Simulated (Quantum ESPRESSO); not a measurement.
## MnO (Manganosite): energy against a fixed spin moment

Aim: the energy of MnO (Manganosite) as a function of the total spin moment of its primitive cell.

Method: LDA; plane waves with GBRV 1.5 LDA potentials, no spin-orbit coupling, in Quantum ESPRESSO 7.5.

## Step 1: The structure

It takes space group Fm-3m (No. 225, cubic). Conventional cell: a = 4.446 Å, b = 4.446 Å, c = 4.446 Å, α = 90.00°, β = 90.00°, γ = 90.00°. Mn has 6 O at 2.22 Å nearest. O has 6 Mn at 2.22 Å nearest. Farther neighbours and most contacts between anions are not listed.

The cell comes from the Crystallography Open Database.

## Step 2: The free run

pw.in reads:

```
&CONTROL
  calculation = 'scf'
  prefix = 'pwscf'
  outdir = './tmp'
  pseudo_dir = './pseudo'
  disk_io = 'nowf'
  tprnfor = .true.
  tstress = .true.
/
&SYSTEM
  ibrav = 0
  celldm(1) = 8
  nat = 2
  ntyp = 2
  ecutwfc = 40
  ecutrho = 280
  nbnd = 19
  occupations = 'smearing'
  smearing = 'fd'
  degauss = 0.00073499
  nspin = 2
  starting_magnetization(1) = 0.3
  starting_magnetization(2) = 0
/
&ELECTRONS
  conv_thr = 2d-07
  electron_maxstep = 150
  mixing_beta = 0.3
/
ATOMIC_SPECIES
Mn     54.9380 mn_lda_v1.5.uspp.F.UPF
O      15.9990 o_lda_v1.2.uspp.F.UPF
CELL_PARAMETERS alat
   0.0000000000000    0.5251076468804    0.5251076468804
   0.5251076468804    0.0000000000000    0.5251076468804
   0.5251076468804    0.5251076468804    0.0000000000000
ATOMIC_POSITIONS crystal
Mn      0.0000000000    0.0000000000    0.0000000000
O       0.5000000000    0.5000000000    0.5000000000
K_POINTS automatic
8 8 8 0 0 0
```

On the command line:

```bash
$ OMP_NUM_THREADS=1 mpirun -n 2 pw.x -nk 2 -in pw.in > pw.out
```

The log of the run:

```text
Program PWSCF v.7.5 starts

     Message from routine setup:
     using ibrav=0 with symmetry is DISCOURAGED, use correct ibrav instead

     K-points division:     npool     =       2
     Subspace diagonalization in iterative solution of the eigenvalue problem:

     G-vector sticks info
     --------------------
     sticks:   dense  smooth     PW     G-vecs:    dense   smooth      PW
     Sum         673     379    121                11791     5029     941

     Using Slab Decomposition

     bravais-lattice index     =            0
     lattice parameter (alat)  =       8.0000  a.u.
     unit-cell volume          =     148.2672 (a.u.)^3
     number of atoms/cell      =            2
     number of atomic types    =            2
     number of electrons       =        21.00
     number of Kohn-Sham states=           19
     kinetic-energy cutoff     =      40.0000  Ry
     charge density cutoff     =     280.0000  Ry
     scf convergence threshold =      2.0E-07
     mixing beta               =       0.3000
     number of iterations used =            8  plain     mixing
     Exchange-correlation= SLA  PZ   NOGX NOGC
                           (   1   1   0   0   0   0   0)

     celldm(1)=   8.000000  celldm(2)=   0.000000  celldm(3)=   0.000000
     celldm(4)=   0.000000  celldm(5)=   0.000000  celldm(6)=   0.000000

     crystal axes: (cart. coord. in units of alat)
               a(1) = (   0.000000   0.525108   0.525108 )
               a(2) = (   0.525108   0.000000   0.525108 )
               a(3) = (   0.525108   0.525108   0.000000 )

     reciprocal axes: (cart. coord. in units 2 pi/alat)
               b(1) = ( -0.952186  0.952186  0.952186 )
               b(2) = (  0.952186 -0.952186  0.952186 )
               b(3) = (  0.952186  0.952186 -0.952186 )

     PseudoPot. # 1 for Mn read from file:
     mn_lda_v1.5.uspp.F.UPF
     Pseudo is Ultrasoft + core correction, Zval = 15.0
     Generated by new atomic code, or converted to UPF format
     Using radial grid of  859 points,  6 beta functions with:
                l(1) =   0
                l(2) =   0
                l(3) =   1
                l(4) =   1
                l(5) =   2
                l(6) =   2
     Q(r) pseudized with  8 coefficients,  rinner =    0.950   0.950   0.950
                                                       0.950   0.950

     PseudoPot. # 2 for O  read from file:
     o_lda_v1.2.uspp.F.UPF
     Pseudo is Ultrasoft + core correction, Zval =  6.0
     Generated by new atomic code, or converted to UPF format
     Using radial grid of  737 points,  5 beta functions with:
                l(1) =   0
                l(2) =   0
                l(3) =   1
                l(4) =   1
                l(5) =   2
     Q(r) pseudized with  8 coefficients,  rinner =    0.900   0.900   0.900
                                                       0.900   0.900

     atomic species   valence    mass     pseudopotential
     Mn               15.00    54.93800     Mn( 1.00)
     O                 6.00    15.99900     O ( 1.00)

     Starting magnetic structure
     atomic species   magnetization
     Mn              0.300
     O               0.000

     48 Sym. Ops., with inversion, found

   Cartesian axes

     site n.     atom                  positions (alat units)
         1        Mn     tau(   1) = (   0.0000000   0.0000000   0.0000000  )
         2        O      tau(   2) = (   0.5251076   0.5251076   0.5251076  )

     number of k points=    29  Fermi-Dirac smearing, width (Ry)=  0.0007
                       cart. coord. in units 2pi/alat
        k(    1) = (   0.0000000   0.0000000   0.0000000), wk =   0.0019531
        k(    2) = (   0.1190232   0.1190232  -0.1190232), wk =   0.0156250
        k(    3) = (   0.2380464   0.2380464  -0.2380464), wk =   0.0156250
        k(    4) = (   0.3570696   0.3570696  -0.3570696), wk =   0.0156250
        k(    5) = (  -0.4760929  -0.4760929   0.4760929), wk =   0.0078125
        [... 24 further k-points ...]

     Dense  grid:    11791 G-vectors     FFT dimensions: (  32,  32,  32)

     Smooth grid:     5029 G-vectors     FFT dimensions: (  24,  24,  24)

     Check: negative core charge=   -0.000053
     Generating pointlists ...
     new r_m :   0.2166 (alat units)  1.7329 (a.u.) for type    1
     new r_m :   0.2166 (alat units)  1.7329 (a.u.) for type    2

     Initial potential from superposition of free atoms

     starting charge      20.4999, renormalised to      21.0000
     Starting wfcs are   17 randomized atomic wfcs +    2 random wfcs

     Self-consistent Calculation

     iteration #  1     ecut=    40.00 Ry     beta= 0.30
     Davidson diagonalization with overlap
     ethr =  1.00E-02,  avg # of iterations =  4.9

     total energy              =    -243.29245950 Ry
     estimated scf accuracy    <       0.72775595 Ry

     total magnetization       =     4.43 Bohr mag/cell
     absolute magnetization    =     4.43 Bohr mag/cell

     iteration #  2     ecut=    40.00 Ry     beta= 0.30
     Davidson diagonalization with overlap
     ethr =  3.47E-03,  avg # of iterations =  1.5

     total energy              =    -243.45921368 Ry
     estimated scf accuracy    <       0.07977352 Ry

     total magnetization       =     4.51 Bohr mag/cell
     absolute magnetization    =     4.51 Bohr mag/cell

     iteration #  3     ecut=    40.00 Ry     beta= 0.30
     Davidson diagonalization with overlap
     ethr =  3.80E-04,  avg # of iterations =  1.5

     total energy              =    -243.47226628 Ry
     estimated scf accuracy    <       0.01094856 Ry

     total magnetization       =     4.61 Bohr mag/cell
     absolute magnetization    =     4.61 Bohr mag/cell

     [... further iterations left out ...]

     iteration #  6     ecut=    40.00 Ry     beta= 0.30
     Davidson diagonalization with overlap
     ethr =  3.16E-07,  avg # of iterations =  3.2

     negative rho (up, down):  0.000E+00 3.095E-04

     total energy              =    -243.47372693 Ry
     estimated scf accuracy    <       0.00002146 Ry

     total magnetization       =     4.61 Bohr mag/cell
     absolute magnetization    =     4.61 Bohr mag/cell

     iteration #  7     ecut=    40.00 Ry     beta= 0.30
     Davidson diagonalization with overlap
     ethr =  1.02E-07,  avg # of iterations =  1.3

     negative rho (up, down):  0.000E+00 3.114E-04

     total energy              =    -243.47372889 Ry
     estimated scf accuracy    <       0.00000316 Ry

     total magnetization       =     4.61 Bohr mag/cell
     absolute magnetization    =     4.61 Bohr mag/cell

     iteration #  8     ecut=    40.00 Ry     beta= 0.30
     Davidson diagonalization with overlap
     ethr =  1.50E-08,  avg # of iterations =  2.0

     negative rho (up, down):  0.000E+00 3.078E-04

     total energy              =    -243.47372965 Ry
     estimated scf accuracy    <       0.00000046 Ry

     total magnetization       =     4.61 Bohr mag/cell
     absolute magnetization    =     4.61 Bohr mag/cell

     iteration #  9     ecut=    40.00 Ry     beta= 0.30
     Davidson diagonalization with overlap
     ethr =  2.19E-09,  avg # of iterations =  2.0

     negative rho (up, down):  0.000E+00 3.074E-04

     Magnetic moment per site  (integrated on atomic sphere of radius R)
     atom   1 (R=0.217)  charge= 12.5995  magn=  3.9232
     atom   2 (R=0.217)  charge=  5.8920  magn=  0.2244

     End of self-consistent calculation

     [... lines left out ...]
     the Fermi energy is    12.8526 ev

!    total energy              =    -243.47372983 Ry
     estimated scf accuracy    <          6.4E-09 Ry
     smearing contrib. (-TS)   =      -0.00003900 Ry
     internal energy E=F+TS    =    -243.47369083 Ry

     The total energy is F=E-TS. E is the sum of the following terms:
     one-electron contribution =    -109.65273686 Ry
     hartree contribution      =      65.51160771 Ry
     xc contribution           =     -33.55691919 Ry
     ewald contribution        =    -165.77564249 Ry

     total magnetization       =     4.61 Bohr mag/cell
     absolute magnetization    =     4.61 Bohr mag/cell

     convergence has been achieved in   9 iterations

     negative rho (up, down):  0.000E+00 3.074E-04

     Forces acting on atoms (cartesian axes, Ry/au):

     atom    1 type  1   force =    -0.00000000    0.00000000    0.00000000
     atom    2 type  2   force =     0.00000000   -0.00000000   -0.00000000

     Total force =     0.000000     Total SCF correction =     0.000000

     Computing stress (Cartesian axis) and pressure

     negative rho (up, down):  0.000E+00 3.074E-04
          total   stress  (Ry/bohr**3)                   (kbar)     P=     -158.44
  -0.00107703  -0.00000000  -0.00000000         -158.44       -0.00       -0.00
  -0.00000000  -0.00107703  -0.00000000           -0.00     -158.44       -0.00
  -0.00000000  -0.00000000  -0.00107703           -0.00       -0.00     -158.44

=------------------------------------------------------------------------------=
   JOB DONE.
=------------------------------------------------------------------------------=
```

Wall time 5.3 s (2 MPI ranks of Arm Neoverse V2, shared host); peak memory 0.15 GiB.

Spin moment in the atom's sphere by atom:

| atom | spin moment in the atom's sphere (μB) |
| --- | --- |
| Mn1 | 3.92 |
| O2 | 0.22 |

This step gave:

| Item | Value |
| --- | --- |
| smearing term TS | 5.31e-4 eV |
| pressure | -15.84 GPa |
| magnetization | 4.613 μB |
| absolute magnetization | 4.613 μB |
| final state | ferromagnetic |

## Step 3: Moment fixed at 0 μB

The two spin channels are filled to separate Fermi energies, so that the total moment meets the target. Half of the up one less the down one is the slope dE/dM.

pw.in: that of step 2 with these lines changed.

```diff
@@ -16,3 +16,3 @@
   ecutrho = 280
-  nbnd = 19
+  nbnd = 20
   occupations = 'smearing'
@@ -21,4 +21,5 @@
   nspin = 2
-  starting_magnetization(1) = 0.3
+  starting_magnetization(1) = 0.015
   starting_magnetization(2) = 0
+  tot_magnetization = 0
 /
```

The log of the run:

```text
     [... lines left out ...]
Program PWSCF v.7.5 starts
     [... lines left out ...]
     number of atoms/cell      =            2
     [... lines left out ...]
     number of electrons       =        21.00 (up:  10.50, down:  10.50)
     number of Kohn-Sham states=           20
     kinetic-energy cutoff     =      40.0000  Ry
     charge density cutoff     =     280.0000  Ry
     scf convergence threshold =      2.0E-07
     [... lines left out ...]
     48 Sym. Ops., with inversion, found
     [... lines left out ...]
     number of k points=    29  Fermi-Dirac smearing, width (Ry)=  0.0007
     [... lines left out ...]
     iteration # 13     ecut=    40.00 Ry     beta= 0.30
     [... lines left out ...]
     Magnetic moment per site  (integrated on atomic sphere of radius R)
     atom   1 (R=0.217)  charge= 12.6004  magn=  0.0004
     atom   2 (R=0.217)  charge=  5.8168  magn= -0.0004
     [... lines left out ...]
     the spin up/dw Fermi energies are    12.4326   12.4325 ev
!    total energy              =    -243.33581233 Ry
     estimated scf accuracy    <       0.00000002 Ry
     smearing contrib. (-TS)   =      -0.00022889 Ry
     [... lines left out ...]
     total magnetization       =     0.00 Bohr mag/cell
     absolute magnetization    =     0.00 Bohr mag/cell
     convergence has been achieved in  13 iterations
     [... lines left out ...]
     Total force =     0.000000     Total SCF correction =     0.000000
     [... lines left out ...]
          total   stress  (Ry/bohr**3)                   (kbar)     P=     -470.28
     [... lines left out ...]
```

It took 6.7 s on 2 MPI ranks; peak memory 0.15 GiB; 13 s of CPU time.

This step gave:

```yaml
magnetization: 0 μB
absolute_magnetization: 0 μB
half_the_difference_of_the_two_fermi_energies: 0.1 meV
largest_moment: 0 μB
```

## Step 4: Moment fixed at 1.038 μB

pw.in: that of step 3 with these lines changed.

```diff
@@ -16,3 +16,3 @@
   ecutrho = 280
-  nbnd = 20
+  nbnd = 21
   occupations = 'smearing'
@@ -21,5 +21,5 @@
   nspin = 2
-  starting_magnetization(1) = 0.015
+  starting_magnetization(1) = 0.0692
   starting_magnetization(2) = 0
-  tot_magnetization = 0
+  tot_magnetization = 1.038
 /
```

The log of the run:

```text
     [... lines left out ...]
Program PWSCF v.7.5 starts
     [... lines left out ...]
     number of atoms/cell      =            2
     [... lines left out ...]
     number of electrons       =        21.00 (up:  11.02, down:   9.98)
     number of Kohn-Sham states=           21
     kinetic-energy cutoff     =      40.0000  Ry
     charge density cutoff     =     280.0000  Ry
     scf convergence threshold =      2.0E-07
     [... lines left out ...]
     48 Sym. Ops., with inversion, found
     [... lines left out ...]
     number of k points=    29  Fermi-Dirac smearing, width (Ry)=  0.0007
     [... lines left out ...]
     iteration # 11     ecut=    40.00 Ry     beta= 0.30
     [... lines left out ...]
     Magnetic moment per site  (integrated on atomic sphere of radius R)
     atom   1 (R=0.217)  charge= 12.6016  magn=  0.9781
     atom   2 (R=0.217)  charge=  5.8191  magn= -0.0172
     [... lines left out ...]
     the spin up/dw Fermi energies are    12.1062   12.7851 ev
!    total energy              =    -243.34850550 Ry
     estimated scf accuracy    <       0.00000013 Ry
     smearing contrib. (-TS)   =      -0.00022040 Ry
     [... lines left out ...]
     total magnetization       =     1.04 Bohr mag/cell
     absolute magnetization    =     1.08 Bohr mag/cell
     convergence has been achieved in  11 iterations
     [... lines left out ...]
     Total force =     0.000000     Total SCF correction =     0.000000
     [... lines left out ...]
          total   stress  (Ry/bohr**3)                   (kbar)     P=     -466.08
     [... lines left out ...]
```

Run time: 6.3 s. Hardware: 2 MPI ranks; peak memory 0.15 GiB.

Spin moment in the atom's sphere by atom:

| atom | spin moment in the atom's sphere (μB) |
| --- | --- |
| Mn1 | 0.978 |
| O2 | -0.017 |

Numbers from this step:

```
magnetization                                 : 1.038 μB
absolute magnetization                        : 1.082 μB
half the difference of the two Fermi energies : -339.4 meV
```

## Step 5: Moment fixed at 2.076 μB

pw.in: that of step 4 with these lines changed.

```diff
@@ -21,5 +21,5 @@
   nspin = 2
-  starting_magnetization(1) = 0.0692
+  starting_magnetization(1) = 0.1384
   starting_magnetization(2) = 0
-  tot_magnetization = 1.038
+  tot_magnetization = 2.076
 /
```

The log of the run:

```text
     [... lines left out ...]
Program PWSCF v.7.5 starts
     [... lines left out ...]
     number of atoms/cell      =            2
     [... lines left out ...]
     number of electrons       =        21.00 (up:  11.54, down:   9.46)
     number of Kohn-Sham states=           21
     kinetic-energy cutoff     =      40.0000  Ry
     charge density cutoff     =     280.0000  Ry
     scf convergence threshold =      2.0E-07
     [... lines left out ...]
     48 Sym. Ops., with inversion, found
     [... lines left out ...]
     number of k points=    29  Fermi-Dirac smearing, width (Ry)=  0.0007
     [... lines left out ...]
     iteration # 12     ecut=    40.00 Ry     beta= 0.30
     [... lines left out ...]
     Magnetic moment per site  (integrated on atomic sphere of radius R)
     atom   1 (R=0.217)  charge= 12.6049  magn=  1.9534
     atom   2 (R=0.217)  charge=  5.8230  magn= -0.0400
     [... lines left out ...]
     the spin up/dw Fermi energies are    11.9406   13.1335 ev
!    total energy              =    -243.38616837 Ry
     estimated scf accuracy    <       0.00000003 Ry
     smearing contrib. (-TS)   =      -0.00017001 Ry
     [... lines left out ...]
     total magnetization       =     2.08 Bohr mag/cell
     absolute magnetization    =     2.17 Bohr mag/cell
     convergence has been achieved in  12 iterations
     [... lines left out ...]
     Total force =     0.000000     Total SCF correction =     0.000000
     [... lines left out ...]
          total   stress  (Ry/bohr**3)                   (kbar)     P=     -425.95
     [... lines left out ...]
```

It took 6.6 s on 2 MPI ranks; peak memory 0.15 GiB.

Read from the output:

```yaml
magnetization: 2.076 μB
absolute_magnetization: 2.173 μB
half_the_difference_of_the_two_fermi_energies: -596.4 meV
largest_moment: 1.953 μB
```

## Step 6: E(M)

The runs not shown differ in the target, the start and the number of states alone. The point at 4.61 μB is the free run, entered with slope zero.

Table of energy over the lowest by total spin moment:

```csv
total spin moment (μB a cell),energy over the lowest (meV a cell)
0.00,1876
1.04,1704
2.08,1191
3.11,559
4.15,73.2
4.61,0
5.19,580
6.23,4720
```

dE/dM against total spin moment:

| total spin moment (μB a cell) | dE/dM (meV/μB) |
| --- | --- |
| 0.00 | 0.0516 |
| 1.04 | -339 |
| 2.08 | -596 |
| 3.11 | -576 |
| 4.15 | -224 |
| 4.61 | 0 |
| 5.19 | 3061 |
| 6.23 | 4598 |

Largest site moment against total spin moment:

```csv
total spin moment (μB a cell),largest site moment (μB)
0.00,3.7e-4
1.04,0.978
2.08,1.95
3.11,2.83
4.15,3.61
4.61,3.92
5.19,4.18
6.23,4.28
```

## Step 7: Results

| Item | Value |
| --- | --- |
| moment of the free run | 4.61 μB a cell |
| energy at zero total moment | 1876 meV a cell over the lowest |
| ΔE/ΔM² from the lowest point to 5.19 and to 4.15 μB | 1745 and 344 meV/μB² |

What this shows: At zero total moment the site moments vanish, so the 1876 meV a cell is the energy of forming them. The points show one minimum alone. The cell holds one seeded atom, so opposed orders, which may lie lower, cannot form in it. No Hubbard term acts here. In such compounds local and semilocal functionals without one often delocalise the d electrons, and can shrink or lose moments and miss the size, sign and order of the couplings.

[Logs and program files are shortened in this print: banners, set-up blocks, solver, clock and traceback lines can be left out without a mark of their own.]

[Logs are printed without paths, hosts, clocks, repeated set-up lines and the standing remarks that a program may print on its own settings, such as how far it seeks lower states.]

[Hosts, paths, dates, database ids (printed as entryN), source tags and the programs' standing remarks are cut or masked in the printed files.]

[Where a cell is said to come from a database of computed structures, the database is the Materials Project.]
